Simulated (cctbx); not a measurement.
## Lattice, Laue class and space group of a new crystal

Cell: a = 10.4110 Å, b = 11.4880 Å, c = 5.5840 Å, α = 90.00°, β = 119.45°, γ = 90.00°. Expected content of the cell: Ge20 Co12 Sc8.

The data are simulated with cctbx, not measured: Mo Kα, λ = 0.71073 Å, to d = 0.65 Å, 70 % of the full sphere, strongest reflection 5000 counts, noise from counting, a 6 % proportional error and a noise floor of 15 counts (s.d.); no absorption, some extinction.

A first pass over the reflections prints:

```text
6287 reflections to d = 0.650 A
centring   violations  <I/sigma> of those
    A        542 of  3190      1.7
    B        542 of  3165      1.7
    C          0 of  3175      0.0
    I        449 of  3132      1.5
    R        728 of  4201      1.7
    F        542 of  4765      1.1
Laue class    unique    Rint  (classes that these axes allow; Friedel mates merged)
C 1 2/m 1        1134   0.127
space group    extra absences  I>4sigma  <I/sigma>
C 1 2 1                 0          0         -  acentric
C 1 m 1                 0          0         -  acentric
C 1 c 1                65          0      -0.2  acentric
C 1 n 1                65          0      -0.2  acentric
C 1 2/m 1               0          0         -  centric
C 1 2/c 1              65          0      -0.2  centric
C 1 2/n 1              65          0      -0.2  centric
Wilson B = 0.66 A^2   <|E^2-1|> = 0.864 (0.968 centric, 0.736 acentric)   E^2>4: 3.1 %
shell (A)         n   <I/sigma>
 7.12 - 1.30    146      8.4
 1.30 - 1.03    149      7.9
 1.03 - 0.90    141      6.7
 0.90 - 0.82    135      4.3
 0.82 - 0.76    145      3.6
 0.76 - 0.72    138      3.7
 0.72 - 0.68    145      3.7
 0.68 - 0.65    135      2.8
```

Q: Read the symmetry from these tables.

The reflections that C centring forbids are absent (⟨I/σ⟩ near 0), so the lattice is C.

Only C 1 2/m 1 fits these axes (Rint 0.127); a search for a hidden higher lattice was not made.

7 settings pass the absence test. The most absences obeyed, 65, belong to C 1 c 1, C 1 n 1, C 1 2/c 1 and C 1 2/n 1, which absences can't tell apart.

⟨|E²−1|⟩ = 0.864 lies between the two ideal values. The Wilson B of 0.66 Å² means U ≈ 0.0084 Å².

The true group is C2/c (no. 15), Laue class 2/m, centrosymmetric. The tables only narrow the choice to the tied entries; cell content, site symmetry and trial solutions must settle it.

This is a model crystal, built by substitution and not relaxed, with assumed displacement parameters.

[Logs are printed without paths, hosts, clocks, repeated set-up lines and the standing remarks that a program may print on its own settings, such as how far it seeks lower states.]
